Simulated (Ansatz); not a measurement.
## Phonons of HfBRh3 (Pm-3m) against volume

Wanted: mode Grüneisen parameters of HfBRh3 (Pm-3m).

Method: DFT PBEsol, scalar-relativistic, plane waves, PAW; PAW set soft_1, in Ansatz 0.2.0.

**1. The starting structure**

The structure is cubic, space group Pm-3m (No. 221). The conventional cell has a = 4.078 Å, b = 4.078 Å, c = 4.078 Å, α = 90.00°, β = 90.00°, γ = 90.00°. Nearest to Hf lie 12 Rh at 2.88 Å. Nearest to B lie 6 Rh at 2.04 Å. Nearest to Rh lie 2 B at 2.04 Å and 8 Rh at 2.88 Å and 4 Hf at 2.88 Å. Farther neighbours are not listed.

**2. The dispersion**

The cell comes from relaxations at this level that are not shown. Stability and thermal properties need the whole zone. Linear response on a 2×2×2 q mesh gives force constants as far as a supercell of that size would.

Input file input.yaml:

```yaml
crystal:
  lattice:
    - [4.0784611211, 0.0, 0.0]
    - [0.0, 4.0784611211, 0.0]
    - [0.0, 0.0, 4.0784611211]
  atoms:
    - { symbol: Hf, position: [0.0, 0.0, 0.0] }
    - { symbol: B, position: [0.5, 0.5, 0.5] }
    - { symbol: Rh, position: [0.0, 0.5, 0.5] }
    - { symbol: Rh, position: [0.5, 0.5, 0.0] }
    - { symbol: Rh, position: [0.5, 0.0, 0.5] }
kpoints:
  mp_grid: { grid: [12, 12, 12] }
hamiltonian:
  xc: pbesol
  pseudopotentials: { kind: paw, azcp: { folder: soft_1 }, xc_functional: pbe }
scf:
  occupations: { method: methfessel_paxton, width: 0.2 }
output:
  eigenvalues: true
phonons:
  method: dfpt
  qmesh: [2, 2, 2]
  temperatures: { t_max: 1000, t_step: 50 }
  qpath:
    path:
      - [[0.0, 0.0, 0.0], [0.0, 0.5, 0.0], [0.5, 0.5, 0.0], [0.0, 0.0, 0.0], [0.5, 0.5, 0.5], [0.0, 0.5, 0.0]]
      - [[0.5, 0.5, 0.5], [0.5, 0.5, 0.0]]
    npoints: 10
```

On the command line:

```console
$ ansatz run input.yaml --threads 4 --pin off --max-ram 10240MiB --backend cpu --events-out ev --progress --plain --runs-dir out
```

Numbers of over 12 decimals in the logs are rounded to 6 here.

The program printed:

```text
Engine: ansatz 0.2.0, aarch64-unknown-linux-gnu
Pseudopotentials: kind: paw
Pseudopotential: Hf, paw, valence charge 26, recommended cutoff 420 eV (normal), soft_1/Hf.paw.azcp
Pseudopotential: B, paw, valence charge 3, recommended cutoff 420 eV (normal), soft_1/B.paw.azcp
Pseudopotential: Rh, paw, valence charge 17, recommended cutoff 420 eV (normal), soft_1/Rh.paw.azcp
Functional definition: PBEsol
  exchange = pbesol_x
  correlation = pbesol_c
Crystal: 5 atoms, lattice volume = 67.840 Å³
Basis set: ecut = 420 eV, 1357 PW (Γ), exchange–correlation on 60×60×60 points (8 copies of the dense FFT grid, shifted against one another)
Bands: 48, of which v1, the nominal top of the filled ones, is band 40 counted from 1 (39 counted from 0)
Symmetry: 48 space group operations
k-points: 84 of 1728
Non-local potential: Hf, projectors of the file, l = 0: 3, l = 1: 2, l = 2: 2, l = 3: 3
Non-local potential: B, projectors of the file, l = 0: 2, l = 1: 2, l = 2: 1
Non-local potential: Rh, projectors of the file, l = 0: 3, l = 1: 2, l = 2: 2, l = 3: 1
PAW form: soft (Blöchl's): semilocal exchange-correlation on the pseudo side does not see the compensation charge
PAW frozen core: Hf, regenerated for the run's functional, and the local potential with it (the file was generated under x = pbe(κ = 0.804, μ = 0.219515), c = pbe(β = 0.066725))
PAW frozen core: B, regenerated for the run's functional, and the local potential with it (the file was generated under x = pbe(κ = 0.804, μ = 0.219515), c = pbe(β = 0.066725))
PAW frozen core: Rh, regenerated for the run's functional, and the local potential with it (the file was generated under x = pbe(κ = 0.804, μ = 0.219515), c = pbe(β = 0.066725))
PAW one-centre angular grid: Hf, 590 points (default); XC on 64 Gauss nodes
PAW one-centre angular grid: B, 110 points (default); XC on 64 Gauss nodes
PAW one-centre angular grid: Rh, 590 points (default); XC on 64 Gauss nodes
Initial density: superposition of atomic densities (chi_scale 0.1, normalization cell, long waves kept (reshape's long-wave potential 0.00 eV rms))
Initial wavefunctions: pseudopotential atomic-orbital guess
Functional: x = pbesol(κ = 0.804, μ = 0.123457), c = pbesol(β = 0.046)
SCF iter   1: F=—  HF=-34786.639166 eV  |F-HF|=—  |Δ(HF+E_count)|=         —  Δρ=3.35e-1  dr2=1.40e2  ethr=3.10e-3  ⟨swp⟩=4.9  Hψ=12045  notcnv=0
preconditioner: auto → Kerker (q_TF=auto, 2.804 Å⁻¹)  [metal: Δε(μ)=0.022 eV  Ē_g=10.377 eV  σ=0.200 eV  W_gap=0.09  n_scr=26 (ndim 8)  ℏωp=31.2 eV  f_vac=0.000  D(μ)=4.63/eV (n_scr^D=56)]
SCF iter   2: F=—  HF=-34774.222205 eV  |F-HF|=—  |Δ(HF+E_count)|=    1.24e1  S|Δr|=    0.00e0  Δρ=1.22e-1  dr2=1.84e1  ethr=3.10e-3  ⟨swp⟩=2.9  Hψ=8554  notcnv=0  defer=71
SCF iter   3: F=—  HF=-34772.159322 eV  |F-HF|=—  |Δ(HF+E_count)|=    2.06e0  S|Δr|=    0.00e0  Δρ=3.54e-2  dr2=1.77e0  ethr=3.10e-3  ⟨swp⟩=2.4  Hψ=7267  notcnv=0  defer=40
SCF iter   4: F=—  HF=-34771.855172 eV  |F-HF|=—  |Δ(HF+E_count)|=   3.04e-1  S|Δr|=    0.00e0  Δρ=2.08e-2  dr2=5.65e-1  ethr=2.21e-3  ⟨swp⟩=2.0  Hψ=6758  notcnv=0  defer=50
SCF iter   5: F=—  HF=-34771.756236 eV  |F-HF|=—  |Δ(HF+E_count)|=   9.89e-2  S|Δr|=    0.00e0  Δρ=5.77e-3  dr2=2.49e-2  ethr=7.06e-4  ⟨swp⟩=2.0  Hψ=6865  notcnv=0  defer=50
SCF iter   6: F=—  HF=-34771.753706 eV  |F-HF|=—  |Δ(HF+E_count)|=   2.53e-3  S|Δr|=    0.00e0  Δρ=2.99e-3  dr2=1.38e-2  ethr=3.12e-5  ⟨swp⟩=1.0  Hψ=4123  notcnv=0  defer=50
SCF iter   7: F=—  HF=-34771.750472 eV  |F-HF|=—  |Δ(HF+E_count)|=   3.23e-3  S|Δr|=    0.00e0  Δρ=1.09e-3  dr2=2.10e-3  ethr=1.73e-5  ⟨swp⟩=2.0  Hψ=5015  notcnv=0  defer=50
SCF iter   8: F=—  HF=-34771.750206 eV  |F-HF|=—  |Δ(HF+E_count)|=   2.67e-4  S|Δr|=    0.00e0  Δρ=6.30e-4  dr2=7.02e-4  ethr=2.62e-6  ⟨swp⟩=1.1  Hψ=3972  notcnv=0  defer=50
SCF iter   9: F=—  HF=-34771.750048 eV  |F-HF|=—  |Δ(HF+E_count)|=   1.58e-4  S|Δr|=    0.00e0  Δρ=1.72e-4  dr2=4.79e-5  ethr=8.78e-7  ⟨swp⟩=2.0  Hψ=4643  notcnv=0  defer=50
SCF iter  10: F=—  HF=-34771.750040 eV  |F-HF|=—  |Δ(HF+E_count)|=   8.01e-6  S|Δr|=    0.00e0  Δρ=1.10e-5  dr2=4.64e-8  ethr=5.99e-8  ⟨swp⟩=2.0  Hψ=6004  notcnv=0  defer=50
SCF iter  11: F=—  HF=-34771.750037 eV  |F-HF|=—  |Δ(HF+E_count)|=   2.26e-6  S|Δr|=    0.00e0  Δρ=1.96e-6  dr2=2.23e-9  ethr=5.80e-11  ⟨swp⟩=2.0  Hψ=7025  notcnv=0  defer=50
SCF iter  12: F=—  HF=-34771.750037 eV  |F-HF|=—  |Δ(HF+E_count)|=  2.69e-10  S|Δr|=    0.00e0  Δρ=2.40e-7  dr2=2.82e-11  ethr=2.79e-12  ⟨swp⟩=2.0  Hψ=5757  notcnv=0  defer=50
SCF iter  13: F=-34771.750037 eV  HF=-34771.750037 eV  |F-HF|=0.00e0  |Δ(HF+E_count)|=  7.28e-12  S|Δr|=    0.00e0  Δρ=5.90e-8  dr2=2.89e-12  ethr=1.00e-12  ⟨swp⟩=8.7  Hψ=18629  notcnv=0
SCF 1 converged in 13 iterations: F = -34771.750037 eV  dr2 = 2.89e-12
  greatest PAW one-centre occupation: 0.999 electrons in one spin orbital (limit 2), on the Rh atom at site 4 (counted from 0), in its partial waves of l = 0
Initial density: read from a saved state, or passed on in memory by an earlier SCF of this step, an earlier step, the calling program or the single point that the run made first
iter 1 solved again at ethr=1.14e-7 eV; its pass at ethr=3.10e-3 eV (dr2=9.13e-5 eV) is discarded
SCF iter   1: F=—  HF=-34771.750040 eV  |F-HF|=—  |Δ(HF+E_count)|=         —  Δρ=5.80e-7  dr2=1.30e-10  ethr=1.14e-7  ⟨swp⟩=3.0  Hψ=22208  notcnv=0
eigensolver tolerance schedule: the retry pair's looser diagonalisation over-reported the residual by 699819.15 of it (diagonalisation noise at an unbounded share of the residual, at the tolerance the schedule requests for it); recorded, not acted on — ethr = c·dr2/N_el stays at c = 1.0e-1
preconditioner: auto → Resta (q_TF=auto, 2.804 Å⁻¹)  ε∞=8.8  [insulator: Δε(μ)=0.229 eV  Ē_g=11.836 eV  σ=0.200 eV  W_gap=0.72  n_scr=26 (ndim 8)  ℏωp=33.1 eV  f_vac=0.000  D(μ)=0.37/eV (n_scr^D=0)  ε∞_Penn≈8.8]
SCF iter   2: F=—  HF=-34771.750037 eV  |F-HF|=—  |Δ(HF+E_count)|=   2.40e-6  S|Δr|=    0.00e0  Δρ=4.35e-7  dr2=7.72e-11  ethr=1.00e-12  ⟨swp⟩=3.3  Hψ=10960  notcnv=0
SCF iter   3: F=—  HF=-34771.750037 eV  |F-HF|=—  |Δ(HF+E_count)|=  8.73e-11  S|Δr|=    0.00e0  Δρ=2.41e-7  dr2=2.39e-11  ethr=1.00e-12  ⟨swp⟩=2.0  Hψ=4620  notcnv=0
SCF iter   4: F=—  HF=-34771.750037 eV  |F-HF|=—  |Δ(HF+E_count)|=    0.00e0  S|Δr|=    0.00e0  Δρ=1.64e-7  dr2=1.08e-11  ethr=1.00e-12  ⟨swp⟩=1.0  Hψ=4032  notcnv=0
SCF iter   5: F=-34771.750037 eV  HF=-34771.750037 eV  |F-HF|=0.00e0  |Δ(HF+E_count)|=  1.46e-11  S|Δr|=    0.00e0  Δρ=4.78e-8  dr2=8.90e-13  ethr=1.00e-12  ⟨swp⟩=3.2  Hψ=8544  notcnv=0
SCF 2 converged in 5 iterations: F = -34771.750037 eV  dr2 = 8.90e-13
  greatest PAW one-centre occupation: 0.999 electrons in one spin orbital (limit 2), on the Rh atom at site 2 (counted from 0), in its partial waves of l = 0
phonons: the bands overlap, so this run is a metal and interpolates without the dipole-dipole term. If the crystal is really an insulator or semiconductor, its LO-TO splitting is missing
NSCF: frozen V_eff on 84 k-points
NSCF: frozen V_eff on 343 k-points
DFPT response loops at q = (0, 0, 0) (fractional): preconditioner auto → Kerker (q_TF=auto, 2.804 Å⁻¹) (partly filled bands, converged f_vac=0.000); β = 1.00, the filter's whole step (`scf.mixing.beta` (0.50) is not read by the response loops under this deck's `scf.mixing.preconditioner`; to damp them name `kerker` or `kerker_dos`, under which they read `scf.mixing.beta`, and type it under 1.00, their step now; both keys bind the ground state too); Broyden in place of MSR1
NSCF: frozen V_eff on 686 k-points
DFPT response loops at q = (0, 0, -0.5) (fractional): mixed as the last ones told, above
NSCF: frozen V_eff on 686 k-points
DFPT response loops at q = (0, -0.5, -0.5) (fractional): mixed as the last ones told, above
NSCF: frozen V_eff on 686 k-points
DFPT response loops at q = (-0.5, -0.5, -0.5) (fractional): mixed as the last ones told, above
SCF converged after 13 iterations
Stability not checked: this state was not tested for a lower state beside it, because cold or Methfessel-Paxton smearing, or corrected tetrahedra, fill the levels in a way that the test cannot read (fill_not_monotonic; see scf.lower_state_search)
Free energy (F): -34771.750037 eV
Harris-Foulkes:  -34771.750037 eV  (|F-HF|=0.00e0)
Internal energy: -34771.756405 eV  (E = F + TS)
E sigma→0 (E₀):  -34771.751629 eV
Entropy (-TS):   0.006368 eV (1.274 meV/atom)
Fermi energy:    20.838856 eV
--- Per-component energies (eV) ---
  E_band       = -262.454197
  E_kinetic    = 2073.739389
  E_local      = -10863.461785  (includes V_loc(G=0)·N_el)
  E_nonlocal   = 977.855945
  E_hartree    = 4769.425160
  E_xc         = -901.433931
  E_vxc        = -1054.188964  (∫ρ·V_xc dr)
  E_paw        = -18273.403433  (= ΣΔE_a)
  E_vpaw       = -935.249414  (= ΣTr[D̂ρ^β])
  E_aug_tail   = 0.000345  (compensation charges beyond the density's cutoff)
  E_ewald      = -12556.572463
  E_core_change = 2.094369  (= ΣΔE_core)
  E_smearing   = 0.006368  (= −TS)
  E_closure    = 0.000000  (closes the sum)
  Σ components = -34771.750037   (vs F -34771.750037, Δ=0.00e0)
--- Band table (eV; the first three rows and the last of 84) ---
  k-point 0: bands = [... 36 lower, 19.4723, 19.4723, 20.7552, 20.7844, 20.7844, 20.7844, 23.4885, 23.4885, ... 4 higher]
  k-point 1: bands = [... 36 lower, 19.2547, 19.7577, 20.6988, 20.7845, 21.0154, 21.0154, 23.4461, 23.5534, ... 4 higher]
  k-point 2: bands = [... 36 lower, 19.0442, 19.8094, 20.5313, 20.7850, 21.4478, 21.4478, 23.3295, 23.6470, ... 4 higher]
  k-point 83: bands = [... 36 lower, 20.5870, 20.5870, 20.5870, 21.0225, 21.0225, 21.0225, 22.3689, 22.3689, ... 4 higher]
--- Phonons (Γ-DFPT): 4 representative perturbations + reference (Σ response iterations 14) ---
  ASR residual: 2.796e-5 → 0.000e0 eV/Å²; symmetrization residual: 9.455e-6 eV/Å²
  ASR residual per site (eV/Å²): 5.32e-6 3.90e-6 2.80e-5 2.80e-5 2.80e-5
  Γ frequencies (cm⁻¹): 0.00 0.00 0.00 107.61 107.61 107.61 128.79 128.79 128.79 140.02 140.02 140.02 587.79 587.79 587.79
--- Phonons (arbitrary-q DFPT): 4 irreducible q on the 2×2×2 mesh ---
  q = [0.0000, 0.0000, 0.0000] (star 1, of the zone-centre solve; hermiticity 8.40e-7, symmetrization 6.74e-12): -0.00 0.00 0.00 107.61 107.61 107.61 128.79 128.79 128.79 140.02 140.02 140.02 587.79 587.79 587.79
  q = [0.0000, 0.0000, -0.5000] (star 3, 9 solved perturbations in 2646 linear systems a pass and spin channel, the states on 343 of 1728 k-point pairs; hermiticity 7.96e-7, symmetrization 8.35e-13): 88.43 88.43 104.40 104.40 112.70 112.70 125.26 131.08 149.14 149.14 154.61 257.14 589.83 589.83 705.12
  q = [0.0000, -0.5000, -0.5000] (star 3, 9 solved perturbations in 2646 linear systems a pass and spin channel, the states on 343 of 1728 k-point pairs; hermiticity 8.53e-7, symmetrization 1.15e-13): 74.47 99.90 99.90 102.72 115.00 115.00 125.57 125.57 142.80 177.29 214.30 291.05 588.61 700.12 700.12
  q = [-0.5000, -0.5000, -0.5000] (star 1, 4 solved perturbations in 931 linear systems a pass and spin channel, the states on 343 of 1728 k-point pairs; hermiticity 3.07e-7, symmetrization 4.46e-12): 84.04 84.04 84.04 88.80 88.80 88.80 144.82 144.82 144.82 223.61 223.61 319.75 715.86 715.86 715.86
  sum rule: each row above includes the acoustic sum rule's correction from the zone centre's row sums; it moved no ω² by more than (0.31 cm⁻¹)²
  mesh force constants: q→R imaginary residual 3.54e-18; ASR residual 2.796e-5 → 0.000e0 eV/Å²; symmetrization residual 2.487e-14 eV/Å²
  interpolated dispersion: 62 rows × 15 modes
  density of states and harmonic sums: on the 16×16×16 q-mesh, interpolated from the force constants of a 2×2×2 supercell (no non-analytic term)
  largest difference from the sums on the solved wave vectors: F 5.79e-2 eV, S 9.02e-5 and C_V 3.22e-5 eV/K
  zero-point energy: 0.221313 eV/cell   skipped modes (ω ≤ 0): 3   left out of the sums: 4.88e-5 of the cell's modes: C_V's classical limit lies that fraction below 3 k_B per atom; for a crystal, a wire or a layer, F and S can be off by more, and a phonons.interpolated_qmesh denser along its periods is the remedy for the sampling
```

Wall time 15 min (4 threads of Arm Neoverse V1, shared host); peak memory 2.8 GiB; 58 min of CPU time.

In the SCF lines HF is the Harris–Foulkes energy and dr2 the Hartree energy of the density residual, in eV; the loop may stop once dr2 is under the threshold and the program's other checks hold. Hψ counts applications of the Hamiltonian.

Numbers from this step:

- volume per atom: 13.57 Å³
- gap on the k-mesh: 0 eV
- sum-rule residual before enforcement: 2.80e-5 eV/Å²
- lowest frequency on the path: 0 cm⁻¹
- point group: m-3m
- highest frequency on the path or at a solved wavevector: 715.9 cm⁻¹
- mean frequency: 238 cm⁻¹
- Debye temperature (second moment): 590 K
- logarithmic mean frequency: 176.4 cm⁻¹
- highest optical mode at the zone centre (no LO-TO term): 587.8 cm⁻¹
- lowest optical zone-centre mode: 107.6 cm⁻¹
- lowest mode on the q mesh (acoustic modes at Γ apart): 74.47 cm⁻¹
- zero-point energy per atom: 44.26 meV
- heat capacity at 300 K: 21.55 J/(mol atoms K)
- vibrational entropy at 300 K: 31.13 J/(mol atoms K)
- edges of the widest gap between branches, on path and mesh: 319.8, 587.8 cm⁻¹

Frequencies (cm⁻¹) solved at each irreducible wavevector; negative means imaginary. Frequencies by wavevector, by row:

```
q in reciprocal lattice units  star  mode 1  mode 2  mode 3  mode 4  mode 13  mode 14  mode 15
                        0 0 0     1       0       0       0   107.6    587.8    587.8    587.8
                     0 0 -0.5     3    88.4    88.4   104.4   104.4    589.8    589.8    705.1
                  0 -0.5 -0.5     3    74.5    99.9    99.9   102.7    588.6    700.1    700.1
               -0.5 -0.5 -0.5     1      84      84      84    88.8    715.9    715.9    715.9
```

Symmetry leaves 4 wavevectors to solve. The lowest mode among them, the acoustic zeros apart, lies at q = (0, -0.5, -0.5) and is real, 74.5 cm⁻¹.

**3. Relaxing at another volume, volume ratio 0.97**

The volume is scaled by 0.97 and held; symmetry leaves nothing to relax, so this is a single point. The modes can then be followed against volume.

input.yaml, the sections that differ from step 2:

```yaml
crystal:
  lattice:
    - [4.0372617273, 0.0, 0.0]
    - [0.0, 4.0372617273, 0.0]
    - [0.0, 0.0, 4.0372617273]
  atoms:
    - { symbol: Hf, position: [0.0, 0.0, 0.0] }
    - { symbol: B, position: [0.5, 0.5, 0.5] }
    - { symbol: Rh, position: [0.0, 0.5, 0.5] }
    - { symbol: Rh, position: [0.5, 0.5, 0.0] }
    - { symbol: Rh, position: [0.5, 0.0, 0.5] }
output:
  forces: true
  stress: true
  eigenvalues: true
# kpoints, hamiltonian, scf: as in step 2
# phonons: removed
```

The program printed:

```text
[...]
Crystal: 5 atoms, lattice volume = 65.805 Å³
Basis set: ecut = 420 eV, 1309 PW (Γ), exchange–correlation on 54×54×54 points (8 copies of the dense FFT grid, shifted against one another)
Bands: 48, of which v1, the nominal top of the filled ones, is band 40 counted from 1 (39 counted from 0)
Symmetry: 48 space group operations
[...]
k-points: 84 of 1728
[...]
k-point 0: bands = [... 36 lower, 20.2072, 20.2072, 21.5463, 21.5835, 21.5835, 21.5835, 24.3711, 24.3711, ... 4 higher]
  k-point 1: bands = [... 36 lower, 19.9820, 20.5053, 21.4864, 21.5836, 21.8195, 21.8195, 24.3257, 24.4350, ... 4 higher]
  k-point 2: bands = [... 36 lower, 19.7615, 20.5635, 21.3089, 21.5841, 22.2629, 22.2629, 24.2011, 24.5254, ... 4 higher]
  k-point 83: bands = [... 36 lower, 21.3720, 21.3720, 21.3720, 21.8156, 21.8156, 21.8156, 23.2239, 23.2239, ... 4 higher]
[key lines of the parts left out:]
SCF converged after 11 iterations
Free energy (F): -34771.700288 eV
Fermi energy:    21.637206 eV
P = ⅓ Tr σ = 8.0529 GPa (80.529 kbar)
```

Wall time 5.5 s (4 threads); peak memory 0.52 GiB; 21 s of CPU time.

Numbers from this step:

* pressure: 8.053 GPa
* volume per atom: 13.16 Å³

The run ends at a pressure of 8.05 GPa.

**4. Phonons at the other volume, volume ratio 0.97**

The phonons are repeated at this volume on the same k and q meshes.

input.yaml, as its differences from that of step 3:

```diff
@@ -19,4 +19,11 @@
 output:
-  forces: true
-  stress: true
   eigenvalues: true
+phonons:
+  method: dfpt
+  qmesh: [2, 2, 2]
+  temperatures: { t_max: 1000, t_step: 50 }
+  qpath:
+    path:
+      - [[0.0, 0.0, 0.0], [0.0, 0.5, 0.0], [0.5, 0.5, 0.0], [0.0, 0.0, 0.0], [0.5, 0.5, 0.5], [0.0, 0.5, 0.0]]
+      - [[0.5, 0.5, 0.5], [0.5, 0.5, 0.0]]
+    npoints: 10
```

The program printed:

```text
[...]
Crystal: 5 atoms, lattice volume = 65.805 Å³
Basis set: ecut = 420 eV, 1309 PW (Γ), exchange–correlation on 54×54×54 points (8 copies of the dense FFT grid, shifted against one another)
Bands: 48, of which v1, the nominal top of the filled ones, is band 40 counted from 1 (39 counted from 0)
Symmetry: 48 space group operations
k-points: 84 of 1728
[...]
SCF iter   1: F=—  HF=-34786.368878 eV  |F-HF|=—  |Δ(HF+E_count)|=         —  Δρ=3.35e-1  dr2=1.33e2  ethr=3.10e-3  ⟨swp⟩=5.1  Hψ=12267  notcnv=0
[...]
SCF iter  13: F=-34771.700288 eV  HF=-34771.700288 eV  |F-HF|=0.00e0  |Δ(HF+E_count)|=  1.46e-11  S|Δr|=    0.00e0  Δρ=7.34e-8  dr2=2.94e-12  ethr=1.00e-12  ⟨swp⟩=9.2  Hψ=19066  notcnv=0
SCF 1 converged in 13 iterations: F = -34771.700288 eV  dr2 = 2.94e-12
[...]
SCF iter   4: F=-34771.700288 eV  HF=-34771.700288 eV  |F-HF|=1.46e-11  |Δ(HF+E_count)|=  7.28e-12  S|Δr|=    0.00e0  Δρ=1.34e-7  dr2=8.46e-12  ethr=1.00e-12  ⟨swp⟩=3.8  Hψ=9286  notcnv=0
SCF 2 converged in 4 iterations: F = -34771.700288 eV  dr2 = 8.46e-12
[...]
NSCF: frozen V_eff on 84 k-points
[...]
SCF converged after 13 iterations
[...]
Free energy (F): -34771.700288 eV
[...]
Internal energy: -34771.706216 eV  (E = F + TS)
E sigma→0 (E₀):  -34771.701770 eV
Entropy (-TS):   0.005928 eV (1.186 meV/atom)
Fermi energy:    21.637226 eV
[...]
--- Band table (eV; the first three rows and the last of 84) ---
  k-point 0: bands = [... 36 lower, 20.2072, 20.2072, 21.5463, 21.5835, 21.5835, 21.5835, 24.3711, 24.3711, ... 4 higher]
  k-point 1: bands = [... 36 lower, 19.9820, 20.5053, 21.4865, 21.5837, 21.8195, 21.8195, 24.3257, 24.4349, ... 4 higher]
  k-point 2: bands = [... 36 lower, 19.7615, 20.5635, 21.3090, 21.5841, 22.2629, 22.2629, 24.2011, 24.5254, ... 4 higher]
  k-point 83: bands = [... 36 lower, 21.3720, 21.3720, 21.3720, 21.8156, 21.8156, 21.8156, 23.2239, 23.2239, ... 4 higher]
[...]
ASR residual: 2.841e-5 → 0.000e0 eV/Å²; symmetrization residual: 9.000e-6 eV/Å²
  ASR residual per site (eV/Å²): 2.84e-5 1.45e-5 1.66e-5 1.66e-5 1.66e-5
[...]
--- Phonons (arbitrary-q DFPT): 4 irreducible q on the 2×2×2 mesh ---
[...]
interpolated dispersion: 62 rows × 15 modes
[...]
```

Wall time 14 min (4 threads); peak memory 2.8 GiB; 56 min of CPU time.

Numbers from this step:

```
sum-rule residual before enforcement                       : 2.84e-5 eV/Å²
highest frequency on the path or at a solved wavevector    : 745.9 cm⁻¹
mean frequency                                             : 251.9 cm⁻¹
Debye temperature (second moment)                          : 621 K
logarithmic mean frequency                                 : 187.8 cm⁻¹
highest optical mode at the zone centre (no LO-TO term)    : 623.5 cm⁻¹
lowest optical zone-centre mode                            : 118.2 cm⁻¹
lowest mode on the q mesh (acoustic modes at Γ apart)      : 78.23 cm⁻¹
zero-point energy per atom                                 : 46.84 meV
heat capacity at 300 K                                     : 21.29 J/(mol atoms K)
vibrational entropy at 300 K                               : 29.75 J/(mol atoms K)
edges of the widest gap between branches, on path and mesh : 338, 623.5 cm⁻¹
```

Frequencies (cm⁻¹) solved at each irreducible wavevector; negative means imaginary. Frequencies by wavevector, by row:

| q in reciprocal lattice units | star | mode 1 | mode 2 | mode 3 | mode 4 | mode 13 | mode 14 | mode 15 |
| --- | --- | --- | --- | --- | --- | --- | --- | --- |
| 0 0 0 | 1 | 0 | 0 | 0 | 118.2 | 623.5 | 623.5 | 623.5 |
| 0 0 -0.5 | 3 | 93.2 | 93.2 | 110 | 110 | 625.4 | 625.4 | 735.1 |
| 0 -0.5 -0.5 | 3 | 78.2 | 103.7 | 103.7 | 110.4 | 624.2 | 729.8 | 729.8 |
| -0.5 -0.5 -0.5 | 1 | 89.7 | 89.7 | 89.7 | 93.2 | 745.9 | 745.9 | 745.9 |

The highest optical mode at the zone centre (no LO-TO term) is 623.5 cm⁻¹, +35.7 cm⁻¹ against the base run.

(Part 1 of 2 ends here.)

[Logs are printed without paths, hosts, clocks, repeated set-up lines and the standing remarks that a program may print on its own settings, such as how far it seeks lower states.]

[Hosts, paths, dates, database ids (printed as entryN), source tags and the programs' standing remarks are cut or masked in the printed files.]
